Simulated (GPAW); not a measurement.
# LiH: optical spectrum from first principles, part 2 of 2

Aim: the dielectric function of LiH, and the optical constants that follow from it. The cell comes from an older database entry, whose edges can differ from later determinations, mostly by under a per cent.

GPAW 26.7.0; DFT, LDA, plane-wave PAW (GPAW data sets), scalar-relativistic, RPA, optical limit.

So far. Step 2 (Ground state): There is a gap, 2.92 eV on this mesh (points off the mesh can give less), so no carriers' term is needed.

The database entry behind the starting cell differs from later determinations by our own check (the deuteride, about 0.2 % short), so it need not match the best structure at ambient conditions.

### 4. Dielectric function, RPA

Transitions between filled and empty bands, summed over the zone, give the optical response, so mesh, band count and broadening shape it.

The induced potential is part of this response.

This step: DFT, LDA, plane-wave PAW (GPAW data sets), scalar-relativistic, RPA, optical limit (GPAW 26.7.0).

Contents of df.py:

```python
from gpaw.response.df import DielectricFunction

df = DielectricFunction('full.gpw', frequencies={'type': 'nonlinear', 'domega0': 0.03, 'omega2': 8},
                        ecut=80,
                        eta=0.15,
                        nbands=13,
                        txt='df.txt')
for direction in ['x']:
    df.get_dielectric_function(xc='RPA', direction=direction, filename=f'df_{direction}.csv')
```

Launch:

```
$ OMP_NUM_THREADS=1 python df.py
```

What it wrote:

```text
Using integrator: PointIntegrator
NonLinearFrequencyDescriptor(from 0.000 to 52.232 eV, 471 points)
Nonperiodic BCs:  [False False False]
Using integrator: PointIntegrator
NonLinearFrequencyDescriptor(from 0.000 to 52.232 eV, 471 points)
Nonperiodic BCs:  [False False False]

Calculating chi0 body with:
    Ground state adapter containing:
    Number of spins: 1
    Number of kpoints: 4096
    Number of irreducible kpoints: 145
    Number of completely occupied states: 1
    Number of partially occupied states: 1

    Linear response parametrization:
    q_c: [0.0, 0.0, 0.0]
    Number of frequency points: 471
    Planewave cutoff: 80.0
    Number of bands: 13
    Number of planewaves: 27
    Broadening (eta): 0.15

Integrating chi0 body.

Symmetries of q_c:
    Direct symmetries (Uq -> q): 48
    Indirect symmetries (TUq -> q): 0
In total 48 allowed symmetries.

145 groups of equivalent kpoints. 96.4599609375% reduction.

Integral kind: spectral function

Calculating chi0 optical extensions with:
    Ground state adapter containing:
    Number of spins: 1
    Number of kpoints: 4096
    Number of irreducible kpoints: 145
    Number of completely occupied states: 1
    Number of partially occupied states: 1

    Linear response parametrization:
    Number of frequency points: 471
    Planewave cutoff: 80.0
    Number of bands: 13
    Number of planewaves: 27
    Broadening (eta): 0.15
Integrating chi0 head and wings.

Symmetries of q_c:
    Direct symmetries (Uq -> q): 48
    Indirect symmetries (TUq -> q): 0
In total 48 allowed symmetries.

145 groups of equivalent kpoints. 96.4599609375% reduction.

Integral kind: spectral function wings
```

It took 2.3 s on 1 thread of Arm Neoverse V2, shared host; peak memory 0.15 GiB.

Read-outs, printed or worked out from the files:

```
electronic dielectric constant ε∞, mean over x, y and z (by symmetry where fewer were run) : 4.306
main peak of Im epsilon, first axis                                                        : 7.075 eV
centre of weight of the strongest loss peak in the window                                  : 14.98 eV
```

Some rows of df_x.csv (energy; Re and Im without local fields; Re and Im with them):

```text
0.000000, 4.743689, -0.000000, 4.305655, -0.000000
0.651243, 4.820030, 0.036540, 4.371139, 0.031348
1.347938, 5.109522, 0.095600, 4.619626, 0.082119
2.095014, 5.914234, 0.284139, 5.312430, 0.245490
2.898142, 6.768912, 2.743095, 6.000793, 2.395958
3.763875, 4.192655, 3.328453, 3.695665, 2.864778
4.699832, 3.579237, 4.261657, 3.288646, 3.501667
5.714917, 3.034129, 4.469243, 2.838112, 3.548546
6.819608, 1.254242, 5.539709, 1.782100, 4.534142
8.026317, -1.053722, 2.564892, -0.703370, 2.498327
9.349861, -0.799893, 1.393495, -0.605848, 1.441636
10.808071, -0.306917, 0.921197, -0.149355, 0.928909
12.422601, -0.227798, 0.726510, -0.041664, 0.851910
14.220012, 0.003787, 0.390362, 0.065007, 0.520363
16.233242, 0.280452, 0.193677, 0.283808, 0.254128
18.503643, 0.452905, 0.111141, 0.445368, 0.140366
21.083856, 0.603477, 0.062378, 0.604447, 0.073208
24.041937, 0.715394, 0.061431, 0.731448, 0.059619
27.467452, 0.764238, 0.041012, 0.779443, 0.059609
```

The Im ε, E ∥ x has structure finer than the step of the table below, so its rows give means over 1 eV, whole bins alone (the curve runs from 0 to 29.3 eV). Peaks (eV: height): 3.5: 4.78, 4.1: 3.69, 4.5: 4.02, 6.0: 4.99, 7.1: 5.51, 8.5: 3.70.

Values under the direct gap are tails of Lorentzian lines. The Im ε, E ∥ x by photon energy; means over each step:

```
photon energy (eV)  Im ε, E ∥ x
                 1       0.0556
                 2        0.270
                 3         2.63
                 4         3.43
                 5         3.58
                 6         4.18
                 7         4.82
                 8         3.36
                 9         2.03
                10         1.34
                11        0.996
                12        0.998
                13        0.728
                14        0.544
                15        0.379
                16        0.281
                17        0.224
                18        0.175
                19        0.131
                20       0.0915
                21       0.0779
                22       0.0788
                23       0.0581
                24       0.0584
                25       0.0545
                26       0.0582
                27       0.0615
                28       0.0571
```

Re ε, E ∥ x against photon energy:

photon energy (eV), Re ε, E ∥ x and a bar from the least value:
```
        0       4.31 #######################
        1       4.47 ########################
        2       5.18 ###########################
        3       5.90 ##############################
        4       4.24 #######################
        5       3.04 ##################
        6       2.86 #################
        7       1.47 ###########
        8      -0.82 #
        9      -1.04 
       10      -0.36 ###
       11       0.03 #####
       12      -0.17 ####
       13      -0.01 ####
       14       0.07 #####
       15       0.18 #####
       16       0.24 ######
       17       0.36 ######
       18       0.41 ######
       19       0.49 #######
       20       0.54 #######
       21       0.60 #######
       22       0.66 #######
       23       0.67 #######
       24       0.73 ########
       25       0.73 ########
       26       0.77 ########
       27       0.77 ########
       28       0.78 ########
       29       0.79 ########
```

The reflectivity at normal incidence, E ∥ x has structure finer than the step of the table below, so its rows give means over 1 eV, whole bins alone (the curve runs from 0 to 29.3 eV). Peaks (eV: height): 3.5: 23.5, 7.8: 37.6, 8.7: 41.3, 12.2: 22.3, 13.7: 23.2.

The reflectivity at normal incidence, E ∥ x by photon energy; means over each step:

photon energy (eV), reflectivity at normal incidence, E ∥ x (%) and a bar:
```
        1       12.9 ###########
        2       15.5 #############
        3       20.6 #################
        4       18.4 ###############
        5       18.4 ###############
        6       20.9 ##################
        7       27.2 #######################
        8       30.3 ##########################
        9       35.3 ##############################
       10       26.0 ######################
       11       19.5 ################
       12       19.3 ################
       13       18.6 ################
       14       18.5 ################
       15       14.3 ############
       16       10.4 #########
       17        6.5 #####
       18        5.1 ####
       19        3.4 ###
       20        2.4 ##
       21        1.6 #
       22        1.2 #
       23        1.0 #
       24        0.7 
       25        0.6 
       26        0.5 
       27        0.4 
       28        0.4
```

Refractive index n and extinction k against photon energy:

```
photon energy (eV)      n       k
                 0   2.08       0
                 1   2.11  0.0125
                 2   2.28  0.0453
                 3   2.48   0.513
                 4   2.20   0.770
                 5   1.93   0.824
                 6   2.07    1.19
                 7   1.87    1.43
                 8  0.967    1.32
                 9  0.746    1.26
                10  0.733   0.945
                11  0.699   0.674
                12  0.656   0.773
                13  0.567   0.575
                14  0.546   0.477
                15  0.552   0.355
                16  0.545   0.240
                17  0.628   0.175
                18  0.650   0.131
                19  0.706   0.106
                20  0.740  0.0663
                21  0.776  0.0500
                22  0.813  0.0501
                23  0.818  0.0347
                24  0.855  0.0337
                25  0.857  0.0320
                26  0.880  0.0324
                27  0.878  0.0332
                28  0.883  0.0317
                29  0.887  0.0254
```

The Im ε, E ∥ x has structure finer than the step of the table below, so its rows give means over 1 eV, whole bins alone (the curve runs from 0 to 29.3 eV). Peaks (eV: height): without local fields 3.5: 5.56, 4.1: 4.38, 4.5: 4.92, 6.0: 6.20, 7.0: 6.42, 8.4: 3.75; with local fields 3.5: 4.78, 4.1: 3.69, 4.5: 4.02, 6.0: 4.99, 7.1: 5.51, 8.5: 3.70.

Values under the direct gap are tails of Lorentzian lines. The Im ε, E ∥ x by photon energy; means over each step:

```
photon energy (eV)  without local fields  with local fields
                 1                0.0647             0.0556
                 2                 0.311              0.270
                 3                  3.06               2.63
                 4                  4.07               3.43
                 5                  4.37               3.58
                 6                  5.21               4.18
                 7                  5.55               4.82
                 8                  3.41               3.36
                 9                  1.83               2.03
                10                  1.30               1.34
                11                 0.992              0.996
                12                 0.886              0.998
                13                 0.594              0.728
                14                 0.408              0.544
                15                 0.286              0.379
                16                 0.210              0.281
                17                 0.174              0.224
                18                 0.134              0.175
                19                 0.106              0.131
                20                0.0759             0.0915
                21                0.0670             0.0779
                22                0.0689             0.0788
                23                0.0507             0.0581
                24                0.0554             0.0584
                25                0.0448             0.0545
                26                0.0519             0.0582
                27                0.0439             0.0615
                28                0.0349             0.0571
```

From ε follow the optical constants at some laser and lamp lines:

```
wavelength (nm)     n      k  R (%)     1/α
           1550  2.10  0.009   12.6   13 µm
           1064  2.13  0.015   13.0  5.5 µm
            633  2.26  0.042   15.0  1.2 µm
            450  2.57  0.402   20.3   89 nm
            405  2.48  0.522   19.9   62 nm
            365  2.47  0.787   22.0   37 nm
            308  2.20  0.802   19.1   31 nm
```

Below the direct gap, k and the depth come from the tails of the Lorentzian lines, not from transitions.

Rows near the edge hang on the gap, which this functional as a rule makes too small, and phonon-assisted absorption is left out.

### 5. Results

| Item | Value |
| --- | --- |
| electronic dielectric constant ε∞, mean over x, y and z (by symmetry where fewer were run) (RPA) | 4.31 |
| main peak of Im epsilon, first axis | 7.08 eV |
| centre of weight of the strongest loss peak in the window, first axis | 15.0 eV |

In words: At this level (LDA, RPA) LiH has ε∞ = 4.31 and n = 2.10 at 1550 nm, and Im ε peaks at 7.1 eV. On the mesh the gap is 2.63 eV and the least direct gap 2.63 eV. Local fields change the static value along x from 4.74 to 4.31 (-9 %). Distinct maxima of Im ε, read by a parabola through the highest points, lie at 3.53 eV (4.8), 6.02 eV (5.0), 6.51 eV (4.9) and 7.08 eV (5.5). Excitons and phonon-assisted transitions are missing; LDA gaps are as a rule too small, which pulls the onset down and ε∞ up. The sum runs over mesh points, so small or evenly spaced maxima can still be ripples of the mesh. The curves end at 29 eV, about where the summed bands run out.

[Machine, clock and banner lines and Python warnings are left out of the logs.]

[Logs are printed without paths, hosts, clocks, repeated set-up lines and the standing remarks that a program may print on its own settings, such as how far it seeks lower states.]

[Hosts, paths, dates, database ids (printed as entryN), source tags and the programs' standing remarks are cut or masked in the printed files.]
